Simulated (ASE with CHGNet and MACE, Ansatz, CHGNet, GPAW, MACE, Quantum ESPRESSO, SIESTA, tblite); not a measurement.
# Twisted graphene monolayer on bilayer, 87.80° (78 atoms) in machine-learned potentials

Wanted: machine-learned potentials inputs and outputs for twisted graphene monolayer on bilayer, 87.80° (78 atoms), checked against a plane-wave reference.

Calculated with ASE with CHGNet and MACE; the method is named at each step.

## 1. The starting structure

The cell holds 78 atoms: 78 C. Its edges and angles: a = 8.870 Å, b = 8.870 Å, c = 20.690 Å, α = 90.0°, β = 90.0°, γ = 120.0°. It derives from C (graphene). Graphene (a = 2.46 Å) under graphene (a = 2.46 Å), monolayer on bilayer, commensurate cell of 13 unit cells a layer, twist 87.80 deg; facing planes 3.32, 3.37 Å apart as built; 14 Å of vacuum; minimised with a classical potential. Then every atom was moved at random, 0.03 Å r.m.s. a Cartesian component. Regions: layer 1, 26 atoms (26 C); layer 2, 26 atoms (26 C); layer 3, 26 atoms (26 C). Vacuum lies along c.

The yardstick, on the same geometry:

```
method                 : Kohn-Sham DFT, PBE, PAW, plane waves (Ansatz 0.2.0); cutoff 420 eV, Γ point, fermi-dirac smearing of 0.05 eV; PAW set soft_2
r.m.s. force component : 1.583 eV/Å
longest force          : 4.863 eV/Å
SCF cycles             : 9
time                   : 19 s on 4 threads of Arm Neoverse V1, shared host
CPU time               : 62 s
```

## 2. CHGNet 0.3.0 potential

Method: machine-learned interatomic potential CHGNet 0.3.0, trained on PBE(+U) plane-wave data.

Contents of run.py:

```python
import numpy as np
from ase.io import read
import mlip  # loads the published weights by name

atoms = read("structure.xyz")
atoms.calc = mlip.calc("chgnet-0.3.0")
energy = atoms.get_potential_energy()
forces = atoms.get_forces()
print(f"energy {energy:.6f} eV")
print("forces (eV/A)")
for i, (a, f) in enumerate(zip(atoms, forces)):
    print(f"{i:4d} {a.symbol:2s} {f[0]:10.5f} {f[1]:10.5f} {f[2]:10.5f}")
```

Contents of structure.xyz:

```xyz
78
Lattice="8.86970 0.00000 0.00000 -4.43485 7.68139 0.00000 0.00000 0.00000 20.69000" Properties=species:S:1:pos:R:3 pbc="T T T"
C 0.30432 1.34624 6.94646
C 1.33014 0.34943 6.95536
C -0.35607 3.72939 6.95163
C 0.66851 2.78051 6.92453
C -0.99075 6.07798 6.94522
C 0.02723 5.14699 6.97232
C 2.70934 0.80255 6.96177
C -0.70142 7.45924 6.94812
C 2.00925 3.15859 6.97025
C 3.07654 2.17691 6.95618
C 1.37010 5.48298 6.95350
C 2.42422 4.50629 6.96943
C 5.12584 0.20778 6.93632
C 1.74609 6.92892 6.93756
C 4.43268 2.52603 6.96860
C 5.46617 1.58321 6.95722
C 3.73858 4.89320 6.94336
C 4.79465 3.94555 6.90818
C 3.06444 7.30984 6.95391
C 4.06396 6.34383 6.94087
C 6.83379 1.98556 6.98474
C 7.80751 0.97792 6.95081
C 6.15970 4.31963 6.97046
C -1.70161 3.42137 6.99239
C -3.38246 6.67743 6.94998
C -2.41318 5.71680 6.95867
C 0.66962 2.75739 10.36445
C 1.68750 1.76050 10.36569
C -0.00457 5.08086 10.29472
C 1.00689 4.11784 10.33362
C -0.68168 7.48221 10.33507
C 0.30175 6.53471 10.36031
C 3.11149 2.14848 10.34500
C 4.10246 1.16611 10.31210
C 2.38750 4.49584 10.34479
C 3.41510 3.59120 10.27196
C 1.68187 6.87254 10.32886
C 2.74131 5.90461 10.35079
C 5.42497 1.61401 10.35100
C 6.47781 0.60176 10.24817
C 4.75137 3.92342 10.35990
C 5.81524 2.93890 10.28727
C 4.11439 6.30335 10.36652
C 5.13196 5.32989 10.32452
C 7.84481 0.95080 10.34666
C 0.05792 0.00369 10.35514
C -1.69731 3.30361 10.31397
C -0.68439 2.37923 10.34272
C -2.39575 5.69736 10.36921
C -1.34048 4.63557 10.29865
C 1.38616 0.38038 10.40397
C -2.06833 7.06642 10.32576
C -1.73265 6.93146 13.69699
C -1.35086 5.52430 13.72699
C -0.02377 5.12779 13.69512
C 0.34601 3.74744 13.72388
[... 18 atom lines left out ...]
C -2.39602 4.49400 13.76919
C 6.86417 3.17748 13.72533
C -0.69441 2.77682 13.70650
C -0.32858 1.34662 13.72037
```

On the command line:

```
$ OMP_NUM_THREADS=1 python run.py > output.txt
```

Output:

```text
CHGNet v0.3.0 initialized with 412,525 parameters
CHGNet will run on cpu
energy -712.932800 eV
forces (eV/A)
   0 C     0.67012    0.76730   -0.08812
   1 C     1.13207    2.50383   -0.07095
   2 C     1.31229    2.14211    0.02623
   3 C    -0.62138   -2.22278    0.15686
   4 C    -2.02550    1.39772    0.02224
   5 C    -0.09291   -2.11408   -0.15760
   6 C     0.13792   -1.09087   -0.12394
   7 C     0.87721    1.27964   -0.05190
   8 C     1.61993   -0.72730   -0.17024
   9 C    -1.17420   -0.77153   -0.00400
  10 C     1.52758    2.35183   -0.07053
  11 C    -2.40387    0.30737   -0.12341
  12 C    -0.25378   -0.66926    0.02962
  13 C    -2.72007   -2.17418    0.02115
  14 C     0.20411    2.07794   -0.25775
  15 C     0.25247   -0.42929   -0.00650
  16 C     1.88703    2.19818   -0.11194
  17 C    -0.76484   -1.32422    0.35231
  18 C     0.34053   -0.91516   -0.08939
  19 C     1.33265   -2.51386   -0.02610
  20 C    -0.70131    0.80989   -0.17841
  21 C     1.25223    1.98178    0.00335
  22 C    -2.01855    2.24047   -0.20750
  23 C     0.41287   -3.98621   -0.12483
[...]
70 C    -1.83443   -1.55466    0.06293
  71 C     0.16591    0.77307    0.35773
  72 C    -2.16349    0.79976    0.92108
  73 C    -0.96728    3.75624   -0.22049
  74 C     0.35238    2.83377   -0.45589
  75 C    -1.94362   -2.04253   -0.18561
  76 C     2.75517   -1.28236    0.14263
  77 C    -1.38016    1.21296   -0.07351
```

Wall time 6 s (1 thread of Arm Neoverse V1, shared host); peak memory 1.7 GiB.

Banners, paths, timers and routine set-up lines are dropped from the logs unmarked, and long logs keep their key lines alone; longer cuts are marked.

Against the reference:

| Quantity | Value |
| --- | --- |
| r.m.s. force component | 1.336 eV/Å |
| r.m.s. difference of force components | 329.9 meV/Å |
| longest difference of force vectors | 1018 meV/Å |
| force difference over r.m.s. force | 20.83 % |
| slope of forces against the reference's | 0.8344 |
| correlation of force components | 0.9887 |

Local excerpt of 10 atoms (numbers count through the whole input) about C77, picked at random; x, y, z are measured from there.

| atom | x | y | z | distance (Å) | bonds | Fx | Fy | Fz (eV/Å) |
| --- | --- | --- | --- | --- | --- | --- | --- | --- |
| C77 | 0.00 | 0.00 | 0.00 | 0.00 | 3 | 2.76 | -1.28 | 0.14 |
| C76 | -1.31 | 0.40 | 0.02 | 1.37 | 3 | -1.94 | -2.04 | -0.19 |
| C56 | 1.04 | 0.97 | 0.02 | 1.42 | 3 | -0.94 | 0.19 | 0.04 |
| C78 | 0.37 | -1.43 | 0.01 | 1.48 | 3 | -1.38 | 1.21 | -0.07 |
| C73 | -2.32 | -0.62 | -0.07 | 2.41 | 3 | -2.16 | 0.80 | 0.92 |
| C75 | -1.70 | 1.72 | 0.06 | 2.42 | 3 | 0.35 | 2.83 | -0.46 |
| C55 | 0.67 | 2.35 | -0.01 | 2.44 | 3 | 1.42 | 1.11 | 0.52 |
| C61 | 2.40 | 0.55 | 0.02 | 2.46 | 3 | -1.40 | 0.01 | 0.00 |
| C65 | -0.71 | -2.37 | -0.01 | 2.47 | 3 | 3.13 | -2.64 | 0.25 |
| C59 | 1.71 | -1.84 | 0.00 | 2.51 | 3 | -0.01 | 2.47 | 0.06 |

Atoms are counted from 1 here, from 0 in the log.

Forces lie 21 % from the reference's, at 0.094 times its CPU time (on 1 against 4 cores).

## 3. MACE MP-0b3 medium potential

Method: machine-learned interatomic potential MACE MP-0b3 medium, trained on PBE(+U) plane-wave data.

Edit run.py of step 2 so:

```diff
@@ -5,3 +5,3 @@
 atoms = read("structure.xyz")
-atoms.calc = mlip.calc("chgnet-0.3.0")
+atoms.calc = mlip.calc("mace-mp-0b3-medium")
 energy = atoms.get_potential_energy()
```

structure.xyz is that of step 2.

Output:

```text
energy -712.214571 eV
forces (eV/A)
   0 C     0.81881    0.98933   -0.17479
   1 C     1.19890    2.62029   -0.04963
   2 C     1.15475    2.19562    0.11514
   3 C    -0.69072   -2.26403    0.31494
   4 C    -2.23574    1.49406    0.16149
   5 C    -0.26464   -2.36808   -0.32719
   6 C     0.08477   -1.36961   -0.14493
   7 C     0.94792    1.42473   -0.10452
   8 C     1.95207   -0.57556   -0.29739
   9 C    -1.41971   -0.68387    0.14345
  10 C     1.71408    2.33504    0.02470
  11 C    -2.62419    0.20103   -0.12730
  12 C    -0.32606   -0.74422    0.04995
  13 C    -2.80809   -2.20326    0.02488
  14 C     0.32674    2.28469   -0.45058
  15 C     0.23660   -0.34099    0.09861
  16 C     2.01711    2.24080   -0.18858
  17 C    -0.74816   -1.43467    0.61297
  18 C     0.38276   -0.75962   -0.15756
  19 C     1.54881   -2.64509    0.01367
  20 C    -0.82888    0.86108   -0.24527
  21 C     1.33135    1.80289    0.09487
  22 C    -1.99556    2.35933   -0.27079
  23 C     0.56371   -4.17032   -0.19067
[...]
70 C    -1.70639   -1.72100   -0.03082
  71 C     0.14254    0.83006    0.48539
  72 C    -2.05571    0.92329    1.55404
  73 C    -0.95884    3.85294   -0.92613
  74 C     0.43079    2.90811   -0.68762
  75 C    -2.03350   -2.22548   -0.37705
  76 C     2.73766   -1.34268    0.32923
  77 C    -1.52930    1.23592   -0.26161
```

It took 11 s on 1 thread; peak memory 1.1 GiB.

Numbers from this run, and their distance from the reference:

* r.m.s. force component: 1.445 eV/Å
* r.m.s. difference of force components: 168.2 meV/Å
* longest difference of force vectors: 642.1 meV/Å
* force difference over r.m.s. force: 10.62 %
* slope of forces against the reference's: 0.9105
* correlation of force components: 0.998

Against the first run (21 %), the force difference from the reference is 11 %, at 1.8 times the CPU time.

## 4. MACE MPA-0 medium potential

Method: machine-learned interatomic potential MACE MPA-0 medium, trained on PBE(+U) plane-wave data.

Edit run.py of step 3 so:

```diff
@@ -5,3 +5,3 @@
 atoms = read("structure.xyz")
-atoms.calc = mlip.calc("mace-mp-0b3-medium")
+atoms.calc = mlip.calc("mace-mpa-0-medium")
 energy = atoms.get_potential_energy()
```

structure.xyz is that of step 3.

Output:

```text
energy -714.070606 eV
forces (eV/A)
   0 C     0.86155    0.93919   -0.13132
   1 C     1.42746    3.00533   -0.02141
   2 C     1.30554    2.57240    0.14745
   3 C    -0.79823   -2.50223    0.31526
   4 C    -2.48425    1.69873    0.15006
   5 C    -0.39214   -2.72697   -0.32217
   6 C     0.05541   -1.43754   -0.15319
   7 C     1.04660    1.51710   -0.07402
   8 C     2.21665   -0.62070   -0.28586
   9 C    -1.59470   -0.78015    0.11197
  10 C     1.98864    2.57823    0.01409
  11 C    -3.04350    0.22600   -0.12847
  12 C    -0.26313   -0.77722    0.06828
  13 C    -3.18817   -2.38985    0.05294
  14 C     0.46929    2.46861   -0.42830
  15 C     0.22722   -0.40179    0.10698
  16 C     2.28319    2.50434   -0.18308
  17 C    -0.80864   -1.62616    0.63551
  18 C     0.41747   -0.87191   -0.17841
  19 C     1.71304   -2.88672    0.05740
  20 C    -0.94758    0.85314   -0.27704
  21 C     1.55186    2.11130    0.10233
  22 C    -2.44860    2.82189   -0.28376
  23 C     0.78167   -4.81128   -0.19928
[...]
70 C    -1.86829   -1.86915   -0.01770
  71 C     0.21965    0.96516    0.46804
  72 C    -2.19768    0.93881    1.51638
  73 C    -1.07891    4.67528   -0.86356
  74 C     0.36824    3.31830   -0.64763
  75 C    -2.32249   -2.61085   -0.40814
  76 C     3.17754   -1.46548    0.30331
  77 C    -1.76588    1.33106   -0.27112
```

The job ended after 9.9 s (1 thread; peak memory 1.1 GiB).

Compared with the plane-wave run:

```yaml
r_m_s_force_component: 1.633 eV/Å
r_m_s_difference_of_force_components: 127.3 meV/Å
longest_difference_of_force_vectors: 481.1 meV/Å
force_difference_over_r_m_s_force: 8.038 %
slope_of_forces_against_the_reference_s: 1.028
correlation_of_force_components: 0.9973
```

Against the first run (21 %), the force difference from the reference is 8.0 %, at 1.7 times the CPU time.

## 5. The ladder

Differences are against the plane-wave reference, forces as r.m.s. over components; share is that over the reference's r.m.s. force, slope the least-squares factor from reference forces to these. Total energies of different programs have different zeros and aren't compared.

| run | Δ force, r.m.s. (meV/Å) | share (%) | slope | cores | CPU time | memory (GiB) |
| --- | --- | --- | --- | --- | --- | --- |
| reference | - | - | - | 4 | 62 s | 1.3 |
| CHGNet 0.3.0 potential | 330 | 20.8 | 0.834 | 1 | 5.8 s | 1.7 |
| MACE MP-0b3 medium potential | 168 | 10.6 | 0.910 | 1 | 10 s | 1.1 |
| MACE MPA-0 medium potential | 127 | 8.04 | 1.028 | 1 | 9.9 s | 1.1 |

Times of the machine-learned potentials are mostly Python's start and the loading of weights.

CPU time is summed over cores on a shared host, where runs went side by side, so it is rough. Symmetry, cutoffs, thresholds, outputs and thread counts weren't matched or tuned between programs; memory under MPI is the largest rank's times the ranks.

A second geometry, displaced anew (every atom was moved at random, 0.08 Å r.m.s. a Cartesian component), gives an energy difference that all programs can be tested on. The reference puts it at 559.2 meV/atom.

| run | energy less the first geometry's (meV/atom) | error (meV/atom) | force share at the second geometry (%) |
| --- | --- | --- | --- |
| CHGNet 0.3.0 potential | 517.5 | -41.8 | 10.5 |
| MACE MP-0b3 medium potential | 523.7 | -35.6 | 7.11 |
| MACE MPA-0 medium potential | 582.1 | 22.9 | 6.77 |

## 6. Results

```json
{"nearest in forces": "MACE MPA-0 medium potential, 8.0 %", "its CPU time": "9.9 s"}
```

What this shows: Machine-learned potentials differ by 8.0 % (MACE MPA-0 medium potential) to 21 % (CHGNet 0.3.0 potential); they were trained on other programs' data. Among those trained on PBE data the slope goes as low as 0.83, which softening far from their training structures can give, though the reference's k-sampling is untested too. The energy difference between the two geometries, 559 meV/atom in the reference, is met best by MACE MPA-0 medium potential (+22.9) and worst by CHGNet 0.3.0 potential (-41.8). Machine-learned potentials mimic data converged in k, so the reference's own k-point error enters their differences. The reference's PBE has no dispersion term, which matters for the binding between molecules or layers. One k-point is far too coarse for the carbon or group-IV sheet, and it can put spurious forces of up to about 1 eV/Å on the sheet's atoms. The electronic-structure runs sample only Γ, in a cell whose shortest periodic width is 8 Å.

[Also dropped from logs without a mark: logging warnings of Python, and SIESTA's first energy breakdown and zero terms.]

[Logs are printed without paths, hosts, clocks, repeated set-up lines and the standing remarks that a program may print on its own settings, such as how far it seeks lower states.]

[Hosts, paths, dates, database ids (printed as entryN), source tags and the programs' standing remarks are cut or masked in the printed files.]
